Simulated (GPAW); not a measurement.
# Magnetic state of CrO2 from several starts, part 2 of 2

Does CrO2 prefer parallel or opposed moments, or none?

GPAW 26.7.0; LDA; plane waves with GPAW's PAW setups, scalar-relativistic.

So far. Step 2 (Run 1 (ferro ++)): After 17 cycles the largest moment stands at 2.00 μB.

### 3. Run 2 (antiferro +-)

Another pattern of signs weighs the neighbour shells otherwise.

Input file order2.py:

```python
import json
import numpy as np
from ase import Atoms
from ase.parallel import paropen, parprint
from gpaw import GPAW

atoms = Atoms(['Cr', 'Cr', 'O', 'O', 'O', 'O'],
    cell=[[4.421, 0.0, 0.0],
         [0.0, 4.421, 0.0],
         [0.0, 0.0, 2.917]],
    scaled_positions=[[0.0, 0.0, 0.0],
         [0.5, 0.5, 0.5],
         [0.301, 0.301, 0.0],
         [0.199, 0.801, 0.5],
         [0.699, 0.699, 0.0],
         [0.801, 0.199, 0.5]],
    pbc=True,
    magmoms=[3.0, -3.0, 0.0, 0.0, 0.0, 0.0])
atoms.calc = GPAW(mode={'name': 'pw', 'ecut': 700},
    xc='LDA',
    kpts={'size': (8, 8, 8), 'gamma': True},
    occupations={'name': 'fermi-dirac', 'width': 0.02},
    convergence={'density': 1e-05, 'energy': 1e-05},
    maxiter=200,
    symmetry={'tolerance': 1e-4},
    txt='order2.txt')
e = atoms.get_potential_energy(force_consistent=True)
res = {'free_energy': e, 'energy_sigma0': atoms.get_potential_energy(), 'fermi_energy': atoms.calc.get_fermi_level()}
res['moments'] = atoms.get_magnetic_moments().tolist()
res['total'] = atoms.get_magnetic_moment()
parprint('site moments (muB):', np.round(res['moments'], 3))
parprint(f"total moment: {res['total']:.3f} muB")
parprint(f'free energy: {e:.6f} eV')
atoms.calc.write('order2.gpw')
with paropen('results.json', 'w') as f:
    json.dump(res, f)
```

Launch:

```
$ OMP_NUM_THREADS=1 mpirun -n 4 gpaw python order2.py > order2.log
```

Output:

```text
site moments (muB): [ 1.658 -1.658  0.013 -0.013  0.013 -0.013]
total moment: -0.000 muB
free energy: -55.771125 eV

--- order2.txt ---
Input parameters:
  mode=PW(ecut=700),
  convergence={'density': 1e-05, 'energy': 1e-05},
  kpts=MonkhorstPack(size=(8, 8, 8), gamma=True),
  maxiter=200,
  occupations=Occupations(name='fermi-dirac', width=0.02),
  symmetry=Symmetry(tolerance=0.0001),
  xc=XC(name='LDA')

Diagonalizing LCAO Hamiltonian
Converting LCAO to pw mode
    .----------.
   /|          |
  / |          |
 *  | O Cr     |
 |  .-----O----.
 | /       O  /
 |/  O       /
 Cr---------*

Atoms  # Å, Bohr magnetons
|   | symbol |        x |        y |        z |    initial magnetic moments |
|---|--------|----------|----------|----------|-----------------------------|
| 0 |     Cr | 0.000000 | 0.000000 | 0.000000 | ( 0.0000,  0.0000,  3.0000) |
| 1 |     Cr | 2.210500 | 2.210500 | 1.458500 | ( 0.0000,  0.0000, -3.0000) |
| 2 |      O | 1.330721 | 1.330721 | 0.000000 | ( 0.0000,  0.0000,  0.0000) |
| 3 |      O | 0.879779 | 3.541221 | 1.458500 | ( 0.0000,  0.0000,  0.0000) |
| 4 |      O | 3.090279 | 3.090279 | 0.000000 | ( 0.0000,  0.0000,  0.0000) |
| 5 |      O | 3.541221 | 0.879779 | 1.458500 | ( 0.0000,  0.0000,  0.0000) |

Unit cell  # Å
| periodic |        x |        y |        z |  lengths |    angles |
|----------|----------|----------|----------|----------|-----------|
|      yes | 4.421000 | 0.000000 | 0.000000 | 4.421000 | 90.000000 |
|      yes | 0.000000 | 4.421000 | 0.000000 | 4.421000 | 90.000000 |
|      yes | 0.000000 | 0.000000 | 2.917000 | 2.917000 | 90.000000 |

Number of symmetries: 8

BZ-sampling:
  Number of BZ points: 512
  Number of IBZ points: 105

  Monkhorst-Pack size: [8, 8, 8]
  Monkhorst-Pack shift: [0.0625, 0.0625, 0.0625]

Plane wave coefficients: 2420
Cutoff: 700.0 eV

Spin-components: 2 (collinear spins)
Bands:           26
Projectors:      32
Spin-degeneracy: 1
Datatype:        complex128

Parallelization:
  kpt:    4
  domain: 1
  band:   1

Density:
  Valence electrons: 36.0
  Components: 2
  Grid points: [27 27 18]
  Charge: 0.0  # |e|

Potential:
  Grid points: [27 27 18]

[... setups left out ...]
Reference energy: -65164.998997  # eV

eigensolver:
  PPCG
  Converge bands: occupied
  niter=2

density mixing:
  MSR1-Mixer
  Pratt-step length: 0.05
  Maximum mixing coefficient: 0.75
  Old densities: 10
  SVD Regularization: 0.005
  Good broyden scale: 1.0
  Trust region scale: 1.0
  Backstep threshold: 4.0
  History deletion threshold: 6.0
  Fourier metric: weight=20.0, sigma=0.015

occupation numbers:
  Fermi-Dirac:
    width: 0.0200  # eV

poisson solver:
  ecut: 5600.0  # eV

xc functional:
  name: None

convergence criteria:
- Maximum integral of absolute [dens]ity change: 1e-05 electrons / valence electron
- Maximum [total energy] change in last 3 cyles: 1e-05 eV / valence electron
- Maximum integral of absolute [eigenst]ate change: 4e-08 eV^2 / valence electron
maximum number of iterations: 200

SCF iterations
|iter     |      energy | eigst |  dens |  magmom |
|---------|-------------|-------|-------|---------|
|iter:   1|       0s |  -59.952545 | +0.44 |       |  +0.0000|
|iter:   2|       5s |  -58.058862 | -1.31 | -0.66 |  +0.0000|
|iter:   3|      11s |  -55.925258 | -0.86 | -0.74 |  -0.0019|
|iter:   4|      17s |  -55.771532 | -1.75 | -1.10 |  +0.0059|
|iter:   5|      22s |  -56.214834 | -1.91 | -1.22 |  -0.0651|
|iter:   6|      28s |  -55.753971 | -2.14 | -0.99 |  -0.0029|
|iter:   7|      34s |  -55.777271 | -2.50 | -1.54 |  -0.0035|
|iter:   8|      39s |  -55.766945 | -3.00 | -1.83 |  +0.0001|
|iter:   9|      45s |  -55.767515 | -3.48 | -2.31 |  +0.0005|
|iter:  10|      51s |  -55.768082 | -3.57 | -2.68 |  +0.0007|
|iter:  11|      56s |  -55.768182 | -3.91 | -2.77 |  -0.0003|
|iter:  12|      62s |  -55.768246c| -4.32 | -3.15 |  -0.0000|
|iter:  13|      68s |  -55.768308c| -4.67 | -3.62 |  +0.0001|
|iter:  14|      74s |  -55.768340c| -4.89 | -3.98 |  +0.0000|
|iter:  15|      80s |  -55.768358c| -5.05 | -4.03 |  -0.0000|
|iter:  16|      85s |  -55.768369c| -5.47 | -4.21 |  +0.0001|
|iter:  17|      91s |  -55.768376c| -5.69 | -3.99 |  +0.0000|
|iter:  18|      97s |  -55.768379c| -5.81 | -4.22 |  -0.0000|
|iter:  19|     103s |  -55.768382c| -5.97 | -4.21 |  +0.0000|
|iter:  20|     108s |  -55.768383c| -6.36 | -4.06 |  +0.0000|
|iter:  21|     114s |  -55.768383c| -6.66 | -4.05 |  +0.0000|
|iter:  22|     120s |  -55.768384c| -7.00 | -4.03 |  +0.0000|
|iter:  23|     125s |  -55.768382c| -7.08 | -4.02 |  +0.0000|
|iter:  24|     131s |  -55.768382c| -7.55c| -4.17 |  +0.0000|
|iter:  25|     137s |  -55.768381c| -7.31 | -4.19 |  -0.0000|
|iter:  26|     142s |  -55.768382c| -7.57c| -4.16 |  +0.0000|
|iter:  27|     148s |  -55.768381c| -7.65c| -4.35 |  -0.0000|
|iter:  28|     153s |  -55.768381c| -7.94c| -4.27 |  +0.0000|
|iter:  29|     156s |  -55.768381c| -8.34c| -4.92 |  -0.0000|
|iter:  30|     158s |  -55.768381c| -8.66c| -5.13c|  -0.0000|

Converged in 30 steps
Energy contributions relative to reference atoms: (reference = -65164.998997)

Energy contributions:
  Kinetic:         -13.464970
  Coulomb:          -6.515501
  Zero:              1.312845
  External:          0.000000
  Xc:              -37.098012
  Entropy:          -0.005487
  Spinorbit:         0.000000
  ----------------------------
  Free energy:     -55.771125
  Extrapolated:    -55.768381

dipole moment: (-11.147446, -11.147446, -23.694783)  # |e|*Ang

Total magnetic moment: (0.000000, 0.000000, -0.000004)

Local magnetic moments
|        x |        y |         z |
|----------|----------|-----------|
| 0.000000 | 0.000000 |  1.658146 |  # Cr   0
| 0.000000 | 0.000000 | -1.658150 |  # Cr   1
| 0.000000 | 0.000000 |  0.013211 |  # O    2
| 0.000000 | 0.000000 | -0.013210 |  # O    3
| 0.000000 | 0.000000 |  0.013211 |  # O    4
| 0.000000 | 0.000000 | -0.013210 |  # O    5

Fermi level: 6.076
Eigenvalues  # (at kpt = [0.000, 0.000, 0.000])
| band index |      eig [eV] | occ [0-1] |      eig [eV] | occ [0-1] |
|------------|---------------|-----------|---------------|-----------|
|          0 |       -13.378 |     1.000 |       -13.378 |     1.000 |
|        ... |               |           |               |           |
|         11 |         2.707 |     1.000 |         2.707 |     1.000 |
|         12 |         4.518 |     1.000 |         4.518 |     1.000 |
|         13 |         4.871 |     1.000 |         4.871 |     1.000 |
|         14 |         4.907 |     1.000 |         4.907 |     1.000 |
|         15 |         5.099 |     1.000 |         5.099 |     1.000 |
|         16 |         5.308 |     1.000 |         5.308 |     1.000 |
|         17 |         5.345 |     1.000 |         5.345 |     1.000 |
|         18 |         5.798 |     1.000 |         5.798 |     1.000 |
|         19 |         6.575 |     0.000 |         6.575 |     0.000 |
|         20 |         6.755 |     0.000 |         6.755 |     0.000 |
|         21 |         8.063 |     0.000 |         8.063 |     0.000 |
|         22 |         8.362 |     0.000 |         8.362 |     0.000 |
|         23 |         9.987 |     0.000 |         9.987 |     0.000 |
|         24 |        10.195 |     0.000 |        10.367 |     0.000 |
|         25 |        10.542 |     0.000 |        10.542 |     0.000 |

No gap
No difference between direct/indirect transitions
```

It took 2.8 min on 4 MPI ranks of Arm Neoverse V1, shared host; peak memory 0.97 GiB.

Spin moment in the augmentation sphere by atom:

| atom | spin moment in the augmentation sphere (μB) |
| --- | --- |
| Cr1 | 1.66 |
| Cr2 | -1.66 |
| O3 | 0.01 |
| O4 | -0.01 |
| O5 | 0.01 |
| O6 | -0.01 |

Numbers from this step:

- magnetization: 0 μB
- final state: antiferromagnetic

It lies 137 meV a seeded atom over the first start, and its largest moment is 1.66 μB against 2.00 μB.

### 4. Run 3 (no spin polarisation)

This run holds no moments, which gives a state to set the others against.

nospin.py is the script of step 3 with these lines changed:

```diff
@@ -16,4 +16,3 @@
          [0.801, 0.199, 0.5]],
-    pbc=True,
-    magmoms=[3.0, -3.0, 0.0, 0.0, 0.0, 0.0])
+    pbc=True)
 atoms.calc = GPAW(mode={'name': 'pw', 'ecut': 700},
@@ -25,11 +24,7 @@
     symmetry={'tolerance': 1e-4},
-    txt='order2.txt')
+    txt='nospin.txt')
 e = atoms.get_potential_energy(force_consistent=True)
 res = {'free_energy': e, 'energy_sigma0': atoms.get_potential_energy(), 'fermi_energy': atoms.calc.get_fermi_level()}
-res['moments'] = atoms.get_magnetic_moments().tolist()
-res['total'] = atoms.get_magnetic_moment()
-parprint('site moments (muB):', np.round(res['moments'], 3))
-parprint(f"total moment: {res['total']:.3f} muB")
 parprint(f'free energy: {e:.6f} eV')
-atoms.calc.write('order2.gpw')
+atoms.calc.write('nospin.gpw')
 with paropen('results.json', 'w') as f:
```

Launch:

```
$ OMP_NUM_THREADS=1 mpirun -n 4 gpaw python nospin.py > nospin.log
```

Output:

```text
free energy: -55.210612 eV

--- nospin.txt ---
Input parameters:
  mode=PW(ecut=700),
  convergence={'density': 1e-05, 'energy': 1e-05},
  kpts=MonkhorstPack(size=(8, 8, 8), gamma=True),
  maxiter=200,
  occupations=Occupations(name='fermi-dirac', width=0.02),
  symmetry=Symmetry(tolerance=0.0001),
  xc=XC(name='LDA')

Diagonalizing LCAO Hamiltonian
Converting LCAO to pw mode
    .----------.
   /|          |
[...]
|          0 |       -13.444 |     2.000 |
|        ... |               |           |
|         13 |         4.819 |     2.000 |
|         14 |         4.819 |     2.000 |
|         15 |         5.257 |     2.000 |
|         16 |         5.570 |     2.000 |
[...]
|         22 |         8.124 |     0.000 |
|         23 |        10.033 |     0.000 |
|         24 |        10.033 |     0.000 |
|         25 |        10.902 |     0.000 |

No gap
No difference between direct/indirect transitions

[key lines of the parts left out:]
Free energy:     -55.210612
Converged in 23 steps
dipole moment: (-11.174007, -11.174007, -23.717496)  # |e|*Ang
Fermi level: 6.356
```

Run time: 70 s. Hardware: 4 MPI ranks; peak memory 0.83 GiB; 4.7 min of CPU time.

This step gave:

```yaml
final_state: non-magnetic (no spin polarisation)
```

It lies 417 meV a seeded atom over the first start.

### 5. Energies of the orders

These are free energies at a smearing of 0.02 eV, so its entropy term is in the differences. They are divided by the number of seeded atoms, so that cells of unlike size compare.

Orders:

| start | final state | typed order kept | energy over the lowest (meV a seeded atom) | largest site moment (μB) | net moment (μB a primitive cell) | mesh matched | CPU time (s) |
| --- | --- | --- | --- | --- | --- | --- | --- |
| ferro ++ | ferromagnetic | yes | 0 | 1.996 | 4 | yes | 453.8 |
| antiferro +- | antiferromagnetic | yes | 136.9 | 1.658 | 0 | yes | 679.9 |
| no spin polarisation | non-magnetic | - | 417.2 | 0 | 0 | yes | 281.2 |

### 6. Outcome

| Property | Result |
| --- | --- |
| lowest state found | ferromagnetic (typed ferro ++) |
| largest site moment | 2.00 μB |
| next state | antiferromagnetic, 137 meV a seeded atom higher |
| energy gained by spin polarisation | 417 meV a seeded atom |

**Reading.** The lowest state found is ferromagnetic, reached from the start ferro ++, with moments up to 2.00 μB. The next state costs 137 meV a seeded atom. Only 3 starts are shown; other collinear patterns, canted and longer-period orders are not.

[Logs and program files are shortened in this print: banners, set-up blocks, solver, clock and traceback lines can be left out without a mark of their own.]

[Logs are printed without paths, hosts, clocks, repeated set-up lines and the standing remarks that a program may print on its own settings, such as how far it seeks lower states.]

[Hosts, paths, dates, database ids (printed as entryN), source tags and the programs' standing remarks are cut or masked in the printed files.]

[Where a cell is said to come from a database of computed structures, the database is the Materials Project.]
